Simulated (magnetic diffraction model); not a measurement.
# Be₂FeSbO₆: what an assumed order does to the neutron pattern

Space group P2_1/c (no. 14), a = 5.3890 Å, b = 5.3210 Å, c = 9.2100 Å, β = 123.37°.

```csv
site,atom,x,y,z
2c,Sb,0,1/2,0
2b,Fe,1/2,1/2,1/2
4e,O,0.8718,0.0600,0.2619
4e,O,0.2569,0.1898,0.0649
4e,O,0.6259,0.2051,0.4396
4e,Be,0.7346,0.4526,0.2458
```

The compound is invented for this exercise: a known structure type with other elements, its cell scaled to their sizes and not relaxed.

Only Fe is taken to order (form factors of Fe3+); orders and moment sizes are assumed, and not adapted to the symmetry. Radiation: neutrons of λ = 2.0775 Å, 8° to 45°; isotropic B of 0.65 Å² (Sb), 0.7 Å² (Fe), 0.98 Å² (O) and 1.09 Å² (Be). The intensities are simulated: I ∝ L Σ (|F_N|² + |F_M⊥|²) for unpolarised neutrons, with F_M = 2.695 fm/μB × Σ f(s) S exp(2πi Q·r) exp(−B s²) at Q = H ± k (one set where k and −k are equivalent), only the part normal to Q counting and L = 1/(sin²θ cos θ). For collinear order S is the moment m, which repeats by lattice and centring translations R with the sign exp(−2πi k·R). Form factors are spin-only for 3d ions and dipole or tabulated for f ions, scattering lengths are Sears's of 1992, and absorption is left out. A label names one of the reflections at its angle. The strongest nuclear line in the range is 100, and lines under 0.2 are left out.

Assume the order k = (1/2 0 0), collinear moments along [001], 4.26 μB on Fe; signs + at (1/2, 1/2, 1/2), − at (1/2, 0, 0).

Q: Where does magnetic intensity appear, and how strong is it?

```
2θ (°)       index  nuclear  magnetic
 13.79  (1/2 0 -1)      0.0      15.5
 25.50   (1/2 0 1)      0.0      25.5
 26.21   (1/2 1 0)      0.0      64.7
 26.69     (1 0 0)     10.4       0.0
 27.46     (0 1 1)      7.1       0.0
 27.78    (1 0 -2)      1.1       0.0
 31.34     (0 0 2)      4.2       0.0
 31.86    (1 1 -1)     13.7       0.0
 34.24  (3/2 0 -1)      0.0      14.5
 34.93  (1/2 1 -2)      0.0      14.0
 35.19     (1 1 0)      7.6       0.0
 36.05    (1 1 -2)      6.8       0.0
 41.59  (1/2 0 -3)      0.0       0.9
 41.94  (3/2 1 -2)      0.0      12.0
 42.22  (3/2 0 -3)      0.0       1.1
 44.59     (1 1 1)    100.0       0.0
```

The strongest magnetic line in the range is (1/2 1 0) at 26.21° (64.7). On top of the Lorentz factor, which all lines share, magnetic lines fade with angle because f falls: for Fe3+ it is 0.92, 0.72, 0.50 and 0.17 at sin θ/λ = 0.1, 0.2, 0.3 and 0.5 Å⁻¹, while nuclear lengths stay constant. The order has no net moment.

[Logs are printed without paths, hosts, clocks, repeated set-up lines and the standing remarks that a program may print on its own settings, such as how far it seeks lower states.]
